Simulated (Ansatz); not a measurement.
# Na on Rh(110): change of the work function, part 5 of 5

How does Na on the hollow site change the work function of Rh(110) as the layer fills?

Ansatz 0.2.0; plane-wave DFT, PBE, Ansatz PAW.

So far, work function, upper face (eV): step 2 (the clean slab) 4.57; step 5 (the covered slab, k-mesh 8×11×1, coverage 1 ML) 2.64; step 7 (the covered slab, atoms frozen) 2.80; step 8 (the substrate alone) 4.60; step 9 (the adsorbate layer alone) 2.85.

### Step 11. Varying the input

This step: plane-wave DFT, PBE, Ansatz PAW (Ansatz 0.2.0).

System of this step: Na/Rh(110). The cell holds 6 atoms: 5 Rh and 1 Na. Cell: a = 3.800 Å, b = 2.687 Å, c = 25.529 Å, α = 90.0°, β = 90.0°, γ = 90.0°. Vacuum lies along c.

A run with a changed input: it repeats the earlier run at 1 ML with basis.ecutwfc to 200 eV; its output block differs too.

Input file input.yaml:

```yaml
crystal:
  lattice:
    - [3.8, 0.0, 0.0]
    - [0.0, 2.6870057685, 0.0]
    - [0.0, 0.0, 25.5293471811]
  atoms:
    - { symbol: Rh, position: [0.0, 0.0, 0.352535454] }
    - { symbol: Rh, position: [0.5, 0.5, 0.4051612762] }
    - { symbol: Rh, position: [0.0, 0.0, 0.4565121167] }
    - { symbol: Rh, position: [0.5, 0.5, 0.5132465548] }
    - { symbol: Rh, position: [0.0, 0.0, 0.5594939924] }
    - { symbol: Na, position: [0.5, 0.5, 0.647464546] }
kpoints:
  mp_grid: { grid: [8, 11, 1] }
hamiltonian:
  xc: pbe
scf:
  occupations: { method: fermi_dirac, width: 0.1 }
  convergence: { dr2_threshold: 1.0e-08 }
efield:
  axis: 3
  dipole_correction: true
  ramp_position: 0.97
  ramp_width: 0.06
relax:
  f_tol: 0.02
  max_steps: 60
  constraints: [{ sites: [0, 1] }]
output:
  bader: true
  write_potential: true
  write_density: true
  volumetric_format: npy
basis:
  ecutwfc: "200 eV"
```

Started as:

```sh
$ ansatz run input.yaml --threads 8 --pin off --max-ram 12288MiB --backend cpu --events-out ev --progress --plain --runs-dir out
```

Standard output:

```text
Warning: basis.ecutwfc = 200 eV is below the records' recommended 420 eV, and the density's cutoff is lower with it unless basis.ecutrho_ratio is high enough to keep the records' density cutoff: compare with a run at a higher cutoff
[...]
Crystal: 6 atoms, lattice volume = 260.671 Å³
Basis set: ecut = 200 eV, 1701 PW (Γ), exchange–correlation on 36×30×240 points (8 copies of the dense FFT grid, shifted against one another)
Bands: 57, of which v1, the nominal top of the filled ones, is band 47 counted from 1 (46 counted from 0)
Symmetry: 4 space group operations
[...]
k-points: 30 of 88
[...]
SCF iter   1: F=—  HF=-33446.380332 eV  |F-HF|=—  |Δ(HF+E_count)|=         —  Δρ=1.03e-1  dr2=1.91e1  ethr=1.77e-3  p=0.077 e·Å  D=5.31e-2 V/Å  ΔV_dip=-1.36 eV  dr2_dipole=1.07e0  V_vac-E_F(+/−)=2.24/3.60 eV  ⟨swp⟩=8.1  Hψ=6694  notcnv=0  defer=3
[...]
SCF iter  13: F=-33441.128393 eV  HF=-33441.128393 eV  |F-HF|=2.67e-9  |Δ(HF+E_count)|=   1.34e-8  Δρ=6.21e-7  dr2=4.51e-9  ethr=1.06e-11  p=0.116 e·Å  D=8.05e-2 V/Å  ΔV_dip=-2.05 eV  dr2_dipole=1.35e-9  V_vac-E_F(+/−)=3.19/5.25 eV  ⟨swp⟩=8.9  Hψ=10505  notcnv=0
WARN: efield: at this solve's end the planar-averaged density reaches 2.02e-4 e/Å³ inside the ramp window [0.9308, 0.0692] (bound 1e-5 e/Å³), and -7.47e-5 e/Å³ on another of its planes; by the running means of the window's planes the mean density over a ramp is at most 1.00e-4 e/Å³, which is held to the bound (the quickstart, § The vacuum guard, A window that rings); the window's nearer edge stands 7.23 Å from this solve's nearest atom along the axis. Its work functions, free energy, forces, stress, dipole, levels and responses can be off, and this figure does not tell by how much. The cell may have no vacuum along `efield.axis`. [rest of the remark cut]
SCF 1 converged in 13 iterations: F = -33441.128393 eV  dr2 = 4.51e-9
[...]
relax step   1: F+E_penalty+E_count = -33441.12839260 eV  Δ(F+E_penalty+E_count) = +0.000e0 eV  max|allowed force component| = 1.388e0 eV/Å  Δτ_max = 0.0000 Å  (13 SCF iters, accepted)
[...]
SCF iter  11: F=-33441.500701 eV  HF=-33441.500701 eV  |F-HF|=2.45e-9  |Δ(HF+E_count)|=   1.93e-8  Δρ=5.59e-7  dr2=1.07e-9  ethr=1.06e-11  p=0.115 e·Å  D=8.00e-2 V/Å  ΔV_dip=-2.04 eV  dr2_dipole=1.06e-10  V_vac-E_F(+/−)=3.16/5.20 eV  ⟨swp⟩=7.0  Hψ=11258  notcnv=0
[...]
SCF 2 converged in 11 iterations: F = -33441.500701 eV  dr2 = 1.07e-9
relax step   2: F+E_penalty+E_count = -33441.50070104 eV  Δ(F+E_penalty+E_count) = -3.723e-1 eV  max|allowed force component| = 1.647e0 eV/Å  Δτ_max = 0.1952 Å  (11 SCF iters, accepted)
[...]
SCF iter  11: F=-33441.897129 eV  HF=-33441.897129 eV  |F-HF|=1.48e-8  |Δ(HF+E_count)|=   4.78e-8  Δρ=1.02e-6  dr2=5.20e-9  ethr=1.06e-11  p=0.110 e·Å  D=7.67e-2 V/Å  ΔV_dip=-1.96 eV  dr2_dipole=2.04e-10  V_vac-E_F(+/−)=3.11/5.07 eV  ⟨swp⟩=9.2  Hψ=11319  notcnv=0
[...]
SCF 3 converged in 11 iterations: F = -33441.897129 eV  dr2 = 5.20e-9
relax step   3: F+E_penalty+E_count = -33441.89712886 eV  Δ(F+E_penalty+E_count) = -3.964e-1 eV  max|allowed force component| = 2.048e0 eV/Å  Δτ_max = 0.1954 Å  (11 SCF iters, accepted)
[...]
relax step   4: F+E_penalty+E_count = -33442.05970461 eV  Δ(F+E_penalty+E_count) = -1.626e-1 eV  max|allowed force component| = 1.333e0 eV/Å  Δτ_max = 0.1940 Å  (12 SCF iters, accepted)
[...]
relax step   5: F+E_penalty+E_count = -33442.17300084 eV  Δ(F+E_penalty+E_count) = -1.133e-1 eV  max|allowed force component| = 7.836e-1 eV/Å  Δτ_max = 0.1809 Å  (12 SCF iters, accepted)
[...]
relax step   6: F+E_penalty+E_count = -33442.21571897 eV  Δ(F+E_penalty+E_count) = -4.272e-2 eV  max|allowed force component| = 1.212e-1 eV/Å  Δτ_max = 0.0665 Å  (11 SCF iters, accepted)
[...]
relax step   7: F+E_penalty+E_count = -33442.21626862 eV  Δ(F+E_penalty+E_count) = -5.497e-4 eV  max|allowed force component| = 2.437e-1 eV/Å  Δτ_max = 0.0668 Å  (11 SCF iters, accepted)
SCF iter   1: F=—  HF=-33442.226219 eV  |F-HF|=—  |Δ(HF+E_count)|=         —  Δρ=4.43e-3  dr2=2.17e-2  ethr=2.17e-4  p=0.106 e·Å  D=7.35e-2 V/Å  ΔV_dip=-1.88 eV  dr2_dipole=1.08e-4  V_vac-E_F(+/−)=3.07/4.95 eV  ⟨swp⟩=2.6  Hψ=3296  notcnv=0  defer=17
[...]
SCF iter   9: F=-33442.218471 eV  HF=-33442.218471 eV  |F-HF|=6.20e-9  |Δ(HF+E_count)|=   6.24e-8  Δρ=1.47e-6  dr2=8.55e-9  ethr=1.06e-11  p=0.106 e·Å  D=7.35e-2 V/Å  ΔV_dip=-1.88 eV  dr2_dipole=9.74e-10  V_vac-E_F(+/−)=3.07/4.95 eV  ⟨swp⟩=7.1  Hψ=11518  notcnv=0
[...]
SCF 8 converged in 9 iterations: F = -33442.218471 eV  dr2 = 8.55e-9
relax step   8: F+E_penalty+E_count = -33442.21847058 eV  Δ(F+E_penalty+E_count) = -2.202e-3 eV  max|allowed force component| = 1.060e-2 eV/Å  Δτ_max = 0.0219 Å  (9 SCF iters, accepted)
[...]
SCF converged after 9 iterations
Free energy (F): -33442.218471 eV
[...]
Internal energy: -33441.944250 eV  (E = F + TS)
E sigma→0 (E₀):  -33442.081360 eV
Entropy (-TS):   -0.274221 eV (-45.703 meV/atom)
Fermi energy:    3.722165 eV
Dipole field:    D = 0.073437 V/Å  (p = 0.105791 e·Å, saw-weighted, corrected)
Work function:   Φ+ = 3.0695 eV (in doubt: plateau slope 2.2e-2 eV/Å)   Φ− = 4.9476 eV (in doubt: plateau slope 2.0e-2 eV/Å)
[...]
Vacuum region:   at the solve's end the planar-averaged density reaches 1.57e-4 e/Å³ inside the ramp window [0.9308, 0.0692] (bound 1e-5 e/Å³), and -2.22e-5 e/Å³ on another of its planes; by the running means of the window's planes the mean density over a ramp is at most 9.17e-5 e/Å³, which is held to the bound (the quickstart, § The vacuum guard, A window that rings)
[...]
--- Forces (eV/Å), atoms counted from 1 ---
  atom   1  Rh     0.00000000     0.00000000    -0.01537448
  atom   2  Rh     0.00000000     0.00000000     0.02297849
  atom   3  Rh     0.00000000     0.00000000    -0.00344521
  atom   4  Rh     0.00000000     0.00000000    -0.01060019
  atom   5  Rh     0.00000000     0.00000000     0.01039983
  atom   6  Na     0.00000000     0.00000000    -0.00575373
  max |Σ_I F_I| component: 1.80e-3 eV/Å
--- Band table (eV; the first three rows and the last of 30) ---
  k-point 0: bands = [... 43 lower, 2.7983, 2.8734, 3.0324, 3.1411, 3.1498, 3.3021, 4.1212, 4.1407, ... 6 higher]
  k-point 1: bands = [... 43 lower, 2.9376, 2.9966, 3.0641, 3.1515, 3.2508, 3.4827, 3.8953, 4.1734, ... 6 higher]
  k-point 2: bands = [... 43 lower, 2.8716, 3.0343, 3.3174, 3.3501, 3.4097, 3.6228, 3.8369, 4.1383, ... 6 higher]
  k-point 29: bands = [... 43 lower, 3.1676, 3.8594, 4.0287, 4.0822, 4.1857, 4.6092, 6.2186, 6.4227, ... 6 higher]
--- Relaxed structure (8 steps of the walk, 8 accepted, 0 SCFs on fresh bases) ---
  F+E_penalty+E_count = -33442.21847058 eV   max|allowed force component| = 1.060e-2 eV/Å
  atoms:
    - { symbol: Rh, position: [0.0, 0.0, 0.352535] }
    - { symbol: Rh, position: [0.500000, 0.500000, 0.405161] }
    - { symbol: Rh, position: [0.0, 0.0, 0.444370] }
    - { symbol: Rh, position: [0.500000, 0.500000, 0.526906] }
    - { symbol: Rh, position: [0.0, 0.0, 0.559898] }
    - { symbol: Na, position: [0.500000, 0.500000, 0.642552] }
--- Bader charges: 6 sites ---
  site symbol  charge [e]  shift [e] shared [e]
     0     Rh      0.0127     0.0000     0.0121
     1     Rh     -0.0839     0.0001    -0.0839
     2     Rh      0.0913     0.0000     0.0913
     3     Rh     -0.0067     0.0002    -0.0067
     4     Rh     -0.6410     0.0004    -0.6410
     5     Na      0.6282     0.0006     0.6282
  maxima off the nuclei: 2, with 0.0007 electrons
  on the straight line to a nucleus their density falls by 5.4e-2 to 8.9e-2 of itself; PAW files or a low cutoff
  can make one that falls by little (a run on other files and one at a higher cutoff tell): if they did, read the shared
  charge, to which what the maxima have on the atom's side is counted
  estimated error of the sums over rays = 6.2e-4 e
```

Wall time 1.8 min (8 threads of Arm Neoverse N1, shared host); peak memory 0.59 GiB; 9.5 min of CPU time.

| quantity | this run | earlier run | difference |
| --- | --- | --- | --- |
| work function, upper face (eV) | 3.070 | 2.644 | 0.43 |
| work function, lower face (eV) | 4.948 | 4.706 | 0.24 |
| dipole along the normal (e·Å) | 0.1058 | 0.1163 | -0.011 |

What moves beyond 0.01 in its unit (for the dipole 0.5 % and 5e-5 e·Å): work function, upper face (+0.426 eV), work function, lower face (+0.242 eV) and dipole along the normal (-0.0105 e·Å).

With this change the program also warns of density in the ramp of the sawtooth; these numbers are not the system's.

### Step 12. Varying the input: efield.amplitude = -0.05

System of this step: Rh(110). The cell holds 5 atoms: 5 Rh. Cell: a = 3.800 Å, b = 2.687 Å, c = 23.374 Å, α = 90.0°, β = 90.0°, γ = 90.0°. Vacuum lies along c.

Another changed input: it repeats the earlier run at 0 ML with efield.amplitude to -0.05.

input.yaml, the sections that differ from step 11:

```yaml
crystal:
  lattice:
    - [3.8, 0.0, 0.0]
    - [0.0, 2.6870057685, 0.0]
    - [0.0, 0.0, 23.374011537]
  atoms:
    - { symbol: Rh, position: [0.0, 0.0, 0.3850430204] }
    - { symbol: Rh, position: [0.5, 0.5, 0.4425215102] }
    - { symbol: Rh, position: [0.0, 0.0, 0.5] }
    - { symbol: Rh, position: [0.5, 0.5, 0.5574784898] }
    - { symbol: Rh, position: [0.0, 0.0, 0.6149569796] }
efield:
  axis: 3
  dipole_correction: true
  ramp_position: 0.97
  ramp_width: 0.06
  amplitude: -0.05
output:
  write_potential: true
  write_density: true
  volumetric_format: npy
# kpoints, hamiltonian, scf, relax: as in step 11
# basis: removed
```

Standard output:

```text
[...]
Crystal: 5 atoms, lattice volume = 238.663 Å³
Basis set: ecut = 420 eV, 4699 PW (Γ), exchange–correlation on 54×36×320 points (8 copies of the dense FFT grid, shifted against one another)
Bands: 51, of which v1, the nominal top of the filled ones, is band 43 counted from 1 (42 counted from 0)
Symmetry: 4 space group operations
k-points: 30 of 88
[...]
SCF iter   1: F=—  HF=-32013.684750 eV  |F-HF|=—  |Δ(HF+E_count)|=         —  Δρ=5.45e-2  dr2=9.08e0  ethr=3.10e-3  p=-0.023 e·Å  D=-1.74e-2 V/Å  ΔV_dip=0.41 eV  dr2_dipole=8.91e-4  V_vac-E_F(+/−)=5.38/6.05 eV  ⟨swp⟩=9.5  Hψ=6850  notcnv=0
[...]
SCF iter  11: F=-32011.391068 eV  HF=-32011.391068 eV  |F-HF|=2.89e-8  |Δ(HF+E_count)|=   7.96e-8  Δρ=7.93e-7  dr2=1.39e-9  ethr=1.18e-11  p=-0.024 e·Å  D=-1.81e-2 V/Å  ΔV_dip=0.42 eV  dr2_dipole=8.20e-12  V_vac-E_F(+/−)=4.24/4.89 eV  ⟨swp⟩=9.6  Hψ=10743  notcnv=0
SCF 1 converged in 11 iterations: F = -32011.391068 eV  dr2 = 1.39e-9
[...]
relax step   1: F+E_penalty+E_count = -32011.39106834 eV  Δ(F+E_penalty+E_count) = +0.000e0 eV  max|allowed force component| = 8.834e-1 eV/Å  Δτ_max = 0.0000 Å  (11 SCF iters, accepted)
[...]
SCF iter  10: F=-32011.447834 eV  HF=-32011.447834 eV  |F-HF|=1.29e-8  |Δ(HF+E_count)|=   1.62e-8  Δρ=9.72e-7  dr2=1.94e-9  ethr=1.18e-11  p=-0.022 e·Å  D=-1.68e-2 V/Å  ΔV_dip=0.39 eV  dr2_dipole=4.48e-12  V_vac-E_F(+/−)=4.19/4.87 eV  ⟨swp⟩=10.5  Hψ=11764  notcnv=0
SCF 2 converged in 10 iterations: F = -32011.447834 eV  dr2 = 1.94e-9
relax step   2: F+E_penalty+E_count = -32011.44783445 eV  Δ(F+E_penalty+E_count) = -5.677e-2 eV  max|allowed force component| = 4.577e-1 eV/Å  Δτ_max = 0.1334 Å  (10 SCF iters, accepted)
[...]
SCF iter   9: F=-32011.460673 eV  HF=-32011.460673 eV  |F-HF|=1.92e-8  |Δ(HF+E_count)|=   4.57e-7  Δρ=1.07e-6  dr2=3.25e-9  ethr=1.18e-11  p=-0.025 e·Å  D=-1.87e-2 V/Å  ΔV_dip=0.44 eV  dr2_dipole=3.57e-10  V_vac-E_F(+/−)=4.22/4.86 eV  ⟨swp⟩=10.3  Hψ=11431  notcnv=0
SCF 3 converged in 9 iterations: F = -32011.460673 eV  dr2 = 3.25e-9
relax step   3: F+E_penalty+E_count = -32011.46067335 eV  Δ(F+E_penalty+E_count) = -1.284e-2 eV  max|allowed force component| = 1.279e-1 eV/Å  Δτ_max = 0.0458 Å  (9 SCF iters, accepted)
[...]
relax step   4: F+E_penalty+E_count = -32011.46143555 eV  Δ(F+E_penalty+E_count) = -7.622e-4 eV  max|allowed force component| = 2.190e-2 eV/Å  Δτ_max = 0.0107 Å  (7 SCF iters, accepted)
SCF iter   1: F=—  HF=-32011.461796 eV  |F-HF|=—  |Δ(HF+E_count)|=         —  Δρ=2.85e-4  dr2=4.20e-4  ethr=6.84e-7  p=-0.026 e·Å  D=-1.96e-2 V/Å  ΔV_dip=0.46 eV  dr2_dipole=8.10e-5  V_vac-E_F(+/−)=4.23/4.85 eV  ⟨swp⟩=2.9  Hψ=2869  notcnv=0  defer=3
[...]
SCF iter   7: F=-32011.461486 eV  HF=-32011.461486 eV  |F-HF|=3.79e-8  |Δ(HF+E_count)|=   1.53e-8  Δρ=8.32e-7  dr2=2.41e-9  ethr=1.18e-11  p=-0.026 e·Å  D=-1.98e-2 V/Å  ΔV_dip=0.46 eV  dr2_dipole=1.52e-10  V_vac-E_F(+/−)=4.23/4.84 eV  ⟨swp⟩=9.8  Hψ=10895  notcnv=0
SCF 5 converged in 7 iterations: F = -32011.461486 eV  dr2 = 2.41e-9
relax step   5: F+E_penalty+E_count = -32011.46148635 eV  Δ(F+E_penalty+E_count) = -5.080e-5 eV  max|allowed force component| = 3.775e-3 eV/Å  Δτ_max = 0.0028 Å  (7 SCF iters, accepted)
[...]
SCF converged after 7 iterations
Free energy (F): -32011.461486 eV
[...]
Internal energy: -32011.154264 eV  (E = F + TS)
E sigma→0 (E₀):  -32011.307875 eV
Entropy (-TS):   -0.307222 eV (-61.444 meV/atom)
Fermi energy:    3.201776 eV
Dipole field:    D = -0.019861 V/Å  (p = -0.026196 e·Å, saw-weighted, corrected)
Work function:   not extracted (applied field tilts the vacuum); planar V_es + V_field profile in the machine report
[...]
--- Forces (eV/Å), atoms counted from 1 ---
  atom   1  Rh     0.00000000     0.00000000     0.77544260
  atom   2  Rh     0.00000000     0.00000000    -0.77488157
  atom   3  Rh     0.00000000     0.00000000    -0.00069572
  atom   4  Rh     0.00000000     0.00000000     0.00377531
  atom   5  Rh     0.00000000     0.00000000    -0.00365712
  max |Σ_I F_I| component: 1.65e-5 eV/Å
--- Band table (eV; the first three rows and the last of 30) ---
  k-point 0: bands = [... 39 lower, 2.3468, 2.5436, 2.5480, 2.7953, 3.2703, 3.5499, 3.5611, 3.7068, ... 4 higher]
  k-point 1: bands = [... 39 lower, 2.2647, 2.7150, 2.7474, 2.8023, 3.0340, 3.4073, 3.7234, 3.7858, ... 4 higher]
  k-point 2: bands = [... 39 lower, 2.6561, 2.7470, 2.7702, 2.8251, 2.9707, 3.3010, 3.6091, 4.1078, ... 4 higher]
  k-point 29: bands = [... 39 lower, 2.9111, 3.6365, 3.6840, 3.6943, 3.7848, 3.8919, 5.3600, 5.6188, ... 4 higher]
--- Relaxed structure (5 steps of the walk, 5 accepted, 0 SCFs on fresh bases) ---
  F+E_penalty+E_count = -32011.46148635 eV   max|allowed force component| = 3.775e-3 eV/Å
  atoms:
    - { symbol: Rh, position: [0.0, 0.0, 0.3850430204] }
    - { symbol: Rh, position: [0.5, 0.5, 0.442522] }
    - { symbol: Rh, position: [0.0, 0.0, 0.498580] }
    - { symbol: Rh, position: [0.5, 0.5, 0.560579] }
    - { symbol: Rh, position: [0.0, 0.0, 0.611079] }
```

It took 55 s on 8 threads; peak memory 0.87 GiB.

The steps of the relaxation:

| step | energy less that of the first step (eV) | largest force component (eV/Å) |
| --- | --- | --- |
| 1 | 0.0000 | 0.8834 |
| 2 | -0.0568 | 0.4577 |
| 3 | -0.0696 | 0.1279 |
| 4 | -0.0704 | 0.0219 |
| 5 | -0.0704 | 0.0038 |

Forces are held to the 4 operations that the program found; a distortion that breaks them can't arise in this run.

The atoms that moved most (Å):

```
atom     dx     dy      dz  length
 Rh5  0.000  0.000  -0.091   0.091
 Rh4  0.000  0.000   0.072   0.072
 Rh3  0.000  0.000  -0.033   0.033
```

The relaxed structure:

```xyz
5
Lattice="3.8000 0.0000 0.0000 0.0000 2.6870 0.0000 0.0000 0.0000 23.3740" Properties=species:S:1:pos:R:3
Rh    0.0000    0.0000    9.0000
Rh    1.9000    1.3435   10.3435
Rh    0.0000    0.0000   11.6538
Rh    1.9000    1.3435   13.1030
Rh    0.0000    0.0000   14.2834
```

Read from the output:

| Item | Value |
| --- | --- |
| energy at zero smearing | -32011.3079 eV |
| dipole along the normal | -0.02620 e·Å |

| quantity | this run | earlier run | difference |
| --- | --- | --- | --- |
| dipole along the normal (e·Å) | -0.02620 | -0.002554 | -0.024 |

The applied field differs between the two, so the dipoles differ in any case.

### Step 13. Summary of results

```
work function of the clean face                                                           : 4.57 eV
work function at 0.25 ML                                                                  : 2.80 eV
work function at 0.5 ML                                                                   : 2.29 eV
work function at 1 ML                                                                     : 2.64 eV
dipole per adsorbate at 0.25 ML, positive end outwards                                    : 1.93 D
step of the potential from the moved charge at 0.25 ML, upper less lower side, atoms held : -1.82 eV
```

**Reading.** Na lowers the work function of Rh(110) at the lowest coverage, by 1.77 eV: the adsorbate layer has its positive end outwards. The dipole per adsorbate falls from 1.93 to 0.57 D as the layer fills. Neighbouring dipoles depolarise each other, and heights and bonding change with coverage too. The work function passes a minimum near 0.5 ML among the coverages run and rises again. At the highest coverage the adsorbates are pressed to about 2.7 Å, closer than unbonded atoms of this kind usually come, so a real layer may not reach it. The slab has 5 layers, at the tabulated experimental lattice constant, one starting site was run, and quantum-size effects of a slab this thin can reach one or two tenths of an eV.

[Long decimals in the printed logs are rounded to 6 places.]

[Logs are printed without paths, hosts, clocks, repeated set-up lines and the standing remarks that a program may print on its own settings, such as how far it seeks lower states.]

[Hosts, paths, dates, database ids (printed as entryN), source tags and the programs' standing remarks are cut or masked in the printed files.]

[Maps of the electrostatic potential energy from Ansatz leave out the sawtooth potential of an applied field or a dipole correction, so their vacuum need not be flat; planar profiles and work functions include it.]
